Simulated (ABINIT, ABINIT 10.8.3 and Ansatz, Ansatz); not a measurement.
## RbAsF6 (R-3): Bethe-Salpeter spectra with ABINIT

Aim: the absorption spectrum of RbAsF6 (R-3) with electron-hole interaction, and what each part of the kernel does.

Method: PBEsol and many-body steps on it, plane waves, in ABINIT 10.8.3 and Ansatz 0.2.0.

This is a report of a sequence of runs, with most program output left out.

## 1. Starting point

The structure is trigonal, space group R-3 (No. 148). Conventional cell: a = 7.435 Å, b = 7.435 Å, c = 7.428 Å, α = 90.00°, β = 90.00°, γ = 120.00°. Rb has 12 F at 2.94 to 3.05 Å nearest. As has 6 F at 1.75 Å nearest. F has 1 As at 1.75 Å and 2 Rb at 2.94 to 3.05 Å nearest. Farther neighbours and most contacts between anions are not listed.

The cell and positions are those that the Materials Project relaxed with its own functionals (PBE, PBE+U or r2SCAN), kept fixed.

## 2. Empty states on the mesh, 2×2×2 mesh, 103 bands

This step: ABINIT 10.8.3; DFT, PBEsol, plane waves, norm-conserving pseudopotentials.

The sums over transitions need many empty states on a uniform mesh; this step solves for them.

The input, run.abi:

```
acell 3*1.0 Angstrom
rprim 
  3.717458802479 2.146275840312 2.475880428600
  -3.717458802479 2.146275840312 2.475880428600
  0.000000000000 -4.292551680625 2.475880428600
ntypat 3
znucl 37 33 9
natom 8
typat 1 2 3 3 3 3 3 3
xred 
  0.500000000000 0.500000000000 0.500000000000
  0.000000000000 0.000000000000 0.000000000000
  0.077414800000 0.712012140000 0.799611640000
  0.799611640000 0.077414800000 0.712012140000
  0.287987860000 0.200388360000 0.922585200000
  0.200388360000 0.922585200000 0.287987860000
  0.922585200000 0.287987860000 0.200388360000
  0.712012140000 0.799611640000 0.077414800000
pp_dirpath "pseudos"
pseudos "Rb.upf, As.upf, F.upf"
ecut 44
ngkpt 2 2 2
nshiftk 1
shiftk 0 0 0
kptopt 1
chksymbreak 0
iscf -2
irdden 1
istwfk *1
nband 103
nbdbuf 8
tolwfr 1e-09
nstep 60
prtvol 0
indata_prefix "in"
outdata_prefix "out"
tmpdata_prefix "tmp"
```

On the command line:

```bash
$ OMP_NUM_THREADS=1 mpirun -n 4 abinit run.abi > log
```

Wall time 44 s (4 MPI ranks of Arm Neoverse V1, shared host); peak memory 0.45 GiB.

This step gave:

| Quantity | Value |
| --- | --- |
| gap | 5.560 eV |
| k of the valence top | 0, 0, 0 |
| k of the conduction bottom | 0, 0, 0 |
| least direct gap | 5.560 eV |
| k points computed | 4 |
| lowest point of the top converged band, above the valence top | 36.72 eV |

On this mesh the gap is 5.560 eV.

The density comes from a self-consistent run that is not shown.

## 3. Screening, 2×2×2 mesh, 95 bands, screening to 98 eV

The RPA dielectric matrix is built and inverted for each q.

This step: RPA screening on PBEsol, plane waves, norm-conserving pseudopotentials.

run.abi, as its differences from that of step 2:

```diff
@@ -26,10 +26,11 @@
 chksymbreak 0
-iscf -2
-irdden 1
 istwfk *1
-nband 103
-nbdbuf 8
-tolwfr 1e-09
-nstep 60
-prtvol 0
+occopt 1
+irdwfk 1
+optdriver 3
+nband 95
+ecuteps 3.6
+inclvkb 2
+awtr 1
+symchi 1
 indata_prefix "in"
```

Wall time 36 s (4 MPI ranks); peak memory 1.4 GiB; 2.4 min of CPU time.

This step gave:

* ε∞ with local fields, on this mesh, along the program's q direction: 1.979
* the same without local fields: 2.202
* plasma frequency: 29.34 eV
* plane waves in the screening matrix: 249

Local fields lower ε∞ by 10 %. On a Γ-centred mesh this coarse the value itself is usually too large, while a short band sum pulls it down.

## 4. Self-energy, 2×2×2 mesh, 95 bands, screening to 98 eV

The self-energy is evaluated for the states that the input lists, and the levels follow from it, in one-shot runs by the linearised quasiparticle equation.

This step: G0W0 on PBEsol, plane waves, norm-conserving pseudopotentials.

run.abi, as its differences from that of step 3:

```diff
@@ -29,8 +29,15 @@
 irdwfk 1
-optdriver 3
+optdriver 4
 nband 95
+gwcalctyp 0
+ecutsigx 44
+symsigma 1
+nkptgw 1
+kptgw 
+  0.0000000000 0.0000000000 0.0000000000
+bdgw 
+  35 39
 ecuteps 3.6
-inclvkb 2
-awtr 1
-symchi 1
+irdscr 1
+ppmodel 1
 indata_prefix "in"
```

Wall time 6.2 s (4 MPI ranks); peak memory 0.94 GiB; 25 s of CPU time.

Numbers from this step:

```yaml
g0w0_gap_on_the_points_computed: 10.59 eV
starting_gap_on_the_mesh: 5.560 eV
k_of_the_valence_top: 0, 0, 0
k_of_the_conduction_bottom: 0, 0, 0
least_direct_g0w0_gap_on_the_computed_points: 10.59 eV
```

The gap on the mesh goes from 5.56 eV to 10.59 eV, a correction of +5.02 eV.

The gap opens by 5.025 eV; the next steps shift the empty bands rigidly by 5.025 eV.

## 5. Excitons

Optical absorption needs the electron-hole interaction, solved here in a basis of vertical transitions on the mesh.

This step: Bethe-Salpeter equation on PBEsol with a scissors shift, plane waves, norm-conserving pseudopotentials.

run.abi, as its differences from that of step 4:

```diff
@@ -29,15 +29,17 @@
 irdwfk 1
-optdriver 4
-nband 95
-gwcalctyp 0
-ecutsigx 44
-symsigma 1
-nkptgw 1
-kptgw 
-  0.0000000000 0.0000000000 0.0000000000
-bdgw 
-  35 39
+optdriver 99
+bs_calctype 1
+mbpt_sciss 5.025 eV
+bs_loband 21
+nband 39
+bs_exchange_term 1
+bs_coulomb_term 11
+bs_coupling 0
+bs_algorithm 1
+bs_freq_mesh 0 17 0.1 eV
+zcut 0.15 eV
 ecuteps 3.6
+ecutwfn 22
+inclvkb 2
 irdscr 1
-ppmodel 1
 indata_prefix "in"
```

The job ended after 15 s (4 MPI ranks; peak memory 0.45 GiB).

This step gave:

```
direct gap of the transition levels                            : 10.59 eV
transitions in the window                                      : 272
first strong exciton (over a fiftieth of the strongest listed) : 7.999 eV
lowest state                                                   : 7.149 eV
binding of the lowest state below the direct gap               : 3.436 eV
Coulomb term of one mesh cell                                  : 2.103 eV
```

The binding is 1.6 times the screened Coulomb term of one mesh cell (2.10 eV), so it is not shown settled.

The lowest state lies at 7.149 eV, 3.436 eV under the direct gap.

Lines within 3 meV are set at the lowest of them, and the highest group, which the list may cut short, is left out. Lines of the exciton spectrum (strongest = 100):

```csv
position (eV),"oscillator strength, relative"
7.149,0.1
7.264,0.4
7.271,0.5
7.894,0.1
7.999,4.2
8.005,4.7
8.309,89
8.312,89
8.486,100
9.033,0.1
9.179,0.0
9.182,0.2
9.287,0.0
9.291,0.0
9.345,0.6
```

The ε₂ has structure finer than the step of the table below, so its rows give means over 0.5 eV, whole bins alone (the curve runs from 0 to 16.9 eV). Peaks (eV: height): BSE 8.30: 1.69, 12.40: 2.24, 13.40: 1.98, 14.40: 1.12; no electron-hole interaction 12.20: 1.01, 15.80: 2.87; Kohn-Sham, no shift 7.20: 1.02, 10.80: 2.93, 12.80: 0.683.

Mean over the three Cartesian directions of q; broadening 0.15 eV; transition window only. Limits: finite bands, cutoff and mesh; no spin-orbit coupling; coarse k mesh; exciton not shown settled in the k mesh. ε₂ against photon energy; means over each step:

```csv
photon energy (eV),BSE,no electron-hole interaction,"Kohn-Sham, no shift"
0.5,3.3e-4,1.6e-4,7.1e-4
1.0,6.8e-4,3.4e-4,0.00148
1.5,0.00105,5.2e-4,0.00229
2.0,0.00145,7.1e-4,0.00326
2.5,0.00190,9.1e-4,0.00448
3.0,0.00245,0.00112,0.00603
3.5,0.00310,0.00136,0.00819
4.0,0.00391,0.00162,0.0115
4.5,0.00497,0.00194,0.0173
5.0,0.00645,0.00229,0.0295
5.5,0.00860,0.00270,0.0733
6.0,0.0121,0.00321,0.432
6.5,0.0187,0.00384,0.509
7.0,0.0355,0.00463,0.821
7.5,0.0858,0.00566,0.767
8.0,0.538,0.00708,0.326
8.5,1.13,0.00911,0.0884
9.0,0.168,0.0122,0.0835
9.5,0.0674,0.0177,0.196
10.0,0.0777,0.0294,0.797
10.5,0.116,0.0694,1.48
11.0,0.131,0.410,2.15
11.5,0.133,0.512,0.711
12.0,0.608,0.801,0.382
12.5,1.37,0.784,0.343
13.0,0.969,0.352,0.522
13.5,1.50,0.0915,0.134
14.0,0.596,0.0825,0.0529
14.5,0.935,0.182,0.0982
15.0,0.391,0.780,0.0312
15.5,0.206,1.38,0.0142
16.0,0.372,2.22,0.00992
16.5,0.274,0.739,0.00765
```

## 6. Triplet (no exchange term)

run.abi, as its differences from that of step 5:

```diff
@@ -32,5 +32,5 @@
 mbpt_sciss 5.025 eV
-bs_loband 21
+bs_loband 24
 nband 39
-bs_exchange_term 1
+bs_exchange_term 0
 bs_coulomb_term 11
@@ -38,3 +38,3 @@
 bs_algorithm 1
-bs_freq_mesh 0 17 0.1 eV
+bs_freq_mesh 0 15 0.1 eV
 zcut 0.15 eV
```

Run time: 11 s. Hardware: 4 MPI ranks; peak memory 0.45 GiB.

The lowest triplet lies at 7.041 eV; triplets are dark, so no spectrum is read.

## 7. Beyond Tamm-Dancoff

run.abi, as its differences from that of step 6:

```diff
@@ -34,5 +34,5 @@
 nband 39
-bs_exchange_term 0
+bs_exchange_term 1
 bs_coulomb_term 11
-bs_coupling 0
+bs_coupling 1
 bs_algorithm 1
```

Elapsed: 13 s, on 4 MPI ranks; peak memory 0.45 GiB.

Numbers from this step:

```yaml
direct_gap_of_the_transition_levels: 10.59 eV
transitions_in_the_window: 224
lowest_state: 7.15 eV
binding_of_the_lowest_state_below_the_direct_gap: 3.435 eV
coulomb_term_of_one_mesh_cell: 2.103 eV
```

The binding is 1.6 times the screened Coulomb term of one mesh cell (2.10 eV), so it is not shown settled.

The lowest state lies at 7.150 eV, 3.435 eV under the direct gap.

## 8. RPA with local fields (no direct term)

run.abi, as its differences from that of step 7:

```diff
@@ -32,9 +32,9 @@
 mbpt_sciss 5.025 eV
-bs_loband 24
+bs_loband 21
 nband 39
 bs_exchange_term 1
-bs_coulomb_term 11
-bs_coupling 1
-bs_algorithm 1
-bs_freq_mesh 0 15 0.1 eV
+bs_coulomb_term 0
+bs_coupling 0
+bs_algorithm 2
+bs_freq_mesh 0 17 0.1 eV
 zcut 0.15 eV
@@ -44,2 +44,4 @@
 irdscr 1
+bs_haydock_niter 300
+bs_haydock_tol -0.02 0
 indata_prefix "in"
```

Wall time 13 s (4 MPI ranks); peak memory 0.45 GiB.

Numbers from this step:

```yaml
direct_gap_of_the_transition_levels: 10.59 eV
transitions_in_the_window: 272
```

## 9. Dielectric constant by perturbation theory

This step: Ansatz 0.2.0; DFT, PBEsol, linear response to an electric field, plane waves, PAW.

The response to a uniform field gives ε∞, a yardstick for the screening that GW builds on its mesh.

The input, input.yaml:

```yaml
crystal:
  lattice:
    - [3.7174588025, 2.1462758403, 2.4758804286]
    - [-3.7174588025, 2.1462758403, 2.4758804286]
    - [0.0, -4.2925516806, 2.4758804286]
  atoms:
    - { symbol: Rb, position: [0.5, 0.5, 0.5] }
    - { symbol: As, position: [0.0, 0.0, 0.0] }
    - { symbol: F, position: [0.0774148, 0.71201214, 0.79961164] }
    - { symbol: F, position: [0.79961164, 0.0774148, 0.71201214] }
    - { symbol: F, position: [0.28798786, 0.20038836, 0.9225852] }
    - { symbol: F, position: [0.20038836, 0.9225852, 0.28798786] }
    - { symbol: F, position: [0.9225852, 0.28798786, 0.20038836] }
    - { symbol: F, position: [0.71201214, 0.79961164, 0.0774148] }
kpoints:
  mp_grid: { grid: [4, 4, 4] }
hamiltonian:
  xc: pbesol
scf:
  occupations: { method: fixed }
dielectric: {}
```

On the command line:

```bash
$ ansatz run input.yaml --threads 4 --pin off --max-ram 7372MiB --backend cpu --events-out ev --progress --plain --runs-dir out
```

Run time: 30 s. Hardware: 4 threads; peak memory 0.9 GiB; 1.9 min of CPU time.

The field response gives a mean ε∞ of 2.06, which the model screening below takes as its input.

## 10. Model screening

This step: ABINIT 10.8.3; Bethe-Salpeter equation on PBEsol with a scissors shift, plane waves, norm-conserving pseudopotentials.

run.abi, as its differences from that of step 8:

```diff
@@ -35,3 +35,3 @@
 bs_exchange_term 1
-bs_coulomb_term 0
+bs_coulomb_term 21
 bs_coupling 0
@@ -43,3 +43,4 @@
 inclvkb 2
-irdscr 1
+mdf_epsinf 2.06
+irdden 1
 bs_haydock_niter 300
```

On the command line:

```bash
$ OMP_NUM_THREADS=1 mpirun -n 4 abinit run.abi > log
```

The job ended after 15 s (4 MPI ranks; peak memory 0.45 GiB).

This step gave:

```
direct gap of the transition levels : 10.59 eV
transitions in the window           : 272
Coulomb term of one mesh cell       : 2.018 eV
```

The ε₂ has structure finer than the step of the table below, so its rows give means over 0.5 eV, whole bins alone (the curve runs from 0 to 16.9 eV). Peaks (eV: height): BSE 8.60: 1.74, 12.60: 2.06, 13.50: 2.26, 14.50: 1.28; no electron-hole interaction 12.20: 1.01, 15.80: 2.87; Kohn-Sham, no shift 7.20: 1.02, 10.80: 2.93, 12.80: 0.683.

Mean over the three Cartesian directions of q; broadening 0.15 eV; transition window only. Limits: finite bands, cutoff and mesh; no spin-orbit coupling; coarse k mesh; exciton not shown settled in the k mesh. Table of ε₂ by photon energy; means over each step:

```csv
photon energy (eV),BSE,no electron-hole interaction,"Kohn-Sham, no shift"
0.5,3.1e-4,1.6e-4,7.1e-4
1.0,6.4e-4,3.4e-4,0.00148
1.5,9.8e-4,5.2e-4,0.00229
2.0,0.00135,7.1e-4,0.00326
2.5,0.00179,9.1e-4,0.00448
3.0,0.00227,0.00112,0.00603
3.5,0.00285,0.00136,0.00819
4.0,0.00357,0.00162,0.0115
4.5,0.00449,0.00194,0.0173
5.0,0.00573,0.00229,0.0295
5.5,0.00752,0.00270,0.0733
6.0,0.0102,0.00321,0.432
6.5,0.0148,0.00384,0.509
7.0,0.0239,0.00463,0.821
7.5,0.0481,0.00566,0.767
8.0,0.175,0.00708,0.326
8.5,1.14,0.00911,0.0884
9.0,0.580,0.0122,0.0835
9.5,0.0967,0.0177,0.196
10.0,0.0740,0.0294,0.797
10.5,0.0959,0.0694,1.48
11.0,0.111,0.410,2.15
11.5,0.0907,0.512,0.711
12.0,0.212,0.801,0.382
12.5,1.28,0.784,0.343
13.0,0.934,0.352,0.522
13.5,1.80,0.0915,0.134
14.0,0.642,0.0825,0.0529
14.5,1.03,0.182,0.0982
15.0,0.459,0.780,0.0312
15.5,0.223,1.38,0.0142
16.0,0.351,2.22,0.00992
16.5,0.300,0.739,0.00765
```

## 11. Empty states on the mesh, 4×4×4 mesh, 57 bands

This step: DFT, PBEsol, plane waves, norm-conserving pseudopotentials.

run.abi, as its differences from that of step 10:

```diff
@@ -21,28 +21,15 @@
 ecut 44
-ngkpt 2 2 2
+ngkpt 4 4 4
 nshiftk 1
-shiftk 0 0 0
-kptopt 1
+shiftk 0.11 0.21 0.31
+kptopt 3
 chksymbreak 0
+iscf -2
+irdden 1
 istwfk *1
-occopt 1
-irdwfk 1
-optdriver 99
-bs_calctype 1
-mbpt_sciss 5.025 eV
-bs_loband 21
-nband 39
-bs_exchange_term 1
-bs_coulomb_term 21
-bs_coupling 0
-bs_algorithm 2
-bs_freq_mesh 0 17 0.1 eV
-zcut 0.15 eV
-ecuteps 3.6
-ecutwfn 22
-inclvkb 2
-mdf_epsinf 2.06
-irdden 1
-bs_haydock_niter 300
-bs_haydock_tol -0.02 0
+nband 57
+nbdbuf 4
+tolwfr 1e-09
+nstep 60
+prtvol 0
 indata_prefix "in"
```

Elapsed: 4.6 min, on 4 MPI ranks; peak memory 0.96 GiB; 19 min of CPU time.

This step gave:

| Item | Value |
| --- | --- |
| gap | 5.641 eV |
| k of the valence top | 0.0275, 0.0525, 0.0775 |
| k of the conduction bottom | 0.0275, 0.0525, 0.0775 |
| least direct gap | 5.641 eV |
| k points computed | 64 |
| lowest point of the top converged band, above the valence top | 17.20 eV |

On this mesh the gap is 5.641 eV.

## 12. Denser, shifted k mesh (4×4×4)

This step: Bethe-Salpeter equation on PBEsol with a scissors shift, plane waves, norm-conserving pseudopotentials.

run.abi, as its differences from that of step 11:

```diff
@@ -26,10 +26,23 @@
 chksymbreak 0
-iscf -2
+istwfk *1
+occopt 1
+irdwfk 1
+optdriver 99
+bs_calctype 1
+mbpt_sciss 5.025 eV
+bs_loband 21
+nband 39
+bs_exchange_term 1
+bs_coulomb_term 21
+bs_coupling 0
+bs_algorithm 2
+bs_freq_mesh 0 17 0.1 eV
+zcut 0.15 eV
+ecuteps 3
+ecutwfn 22
+inclvkb 2
+mdf_epsinf 2.06
 irdden 1
-istwfk *1
-nband 57
-nbdbuf 4
-tolwfr 1e-09
-nstep 60
-prtvol 0
+bs_haydock_niter 300
+bs_haydock_tol -0.02 0
 indata_prefix "in"
```

Wall time 4.8 min (4 MPI ranks); peak memory 3.1 GiB.

This step gave:

```
direct gap of the transition levels : 10.67 eV
transitions in the window           : 2176
Coulomb term of one mesh cell       : 1.009 eV
```

## 13. Empty states on the mesh, 4×4×4 mesh, 57 bands

This step: DFT, PBEsol, plane waves, norm-conserving pseudopotentials.

run.abi, as its differences from that of step 12:

```diff
@@ -26,23 +26,10 @@
 chksymbreak 0
+iscf -2
+irdden 1
 istwfk *1
-occopt 1
-irdwfk 1
-optdriver 99
-bs_calctype 1
-mbpt_sciss 5.025 eV
-bs_loband 21
-nband 39
-bs_exchange_term 1
-bs_coulomb_term 21
-bs_coupling 0
-bs_algorithm 2
-bs_freq_mesh 0 17 0.1 eV
-zcut 0.15 eV
-ecuteps 3
-ecutwfn 22
-inclvkb 2
-mdf_epsinf 2.06
-irdden 1
-bs_haydock_niter 300
-bs_haydock_tol -0.02 0
+nband 57
+nbdbuf 4
+tolwfr 1e-09
+nstep 60
+prtvol 0
 indata_prefix "in"
```

Run time: 4.6 min. Hardware: 4 MPI ranks; peak memory 0.96 GiB; 18 min of CPU time.

This step gave:

* gap: 5.641 eV
* k of the valence top: 0.0275, 0.0525, 0.0775
* k of the conduction bottom: 0.0275, 0.0525, 0.0775
* least direct gap: 5.641 eV
* k points computed: 64
* lowest point of the top converged band, above the valence top: 17.20 eV

On this mesh the gap is 5.641 eV.

(Continued in part 2 of 2.)

[Paths, hosts, dates, memory and timing lines, banners, echoed tables and standing remarks are left out of the program output.]

[Logs are printed without paths, hosts, clocks, repeated set-up lines and the standing remarks that a program may print on its own settings, such as how far it seeks lower states.]

[Runs of the session that timed out or met a known fault of the program may be left out.]

[No measured gap is set beside runs whose start may be inverted or whose files or cutoffs have a known fault.]

[Hosts, paths, dates, database ids (printed as entryN), source tags and the programs' standing remarks are cut or masked in the printed files.]

[G0W0 gaps are taken among the corrected bands and points alone; a level outside them can change the order at an edge.]

[Where Ansatz stands beside ABINIT at settings called matched, ABINIT's density can come from a denser mesh and the files from another edition; pairs whose starting gaps differed by over 0.03 eV were left out, so agreement reads better than it is.]
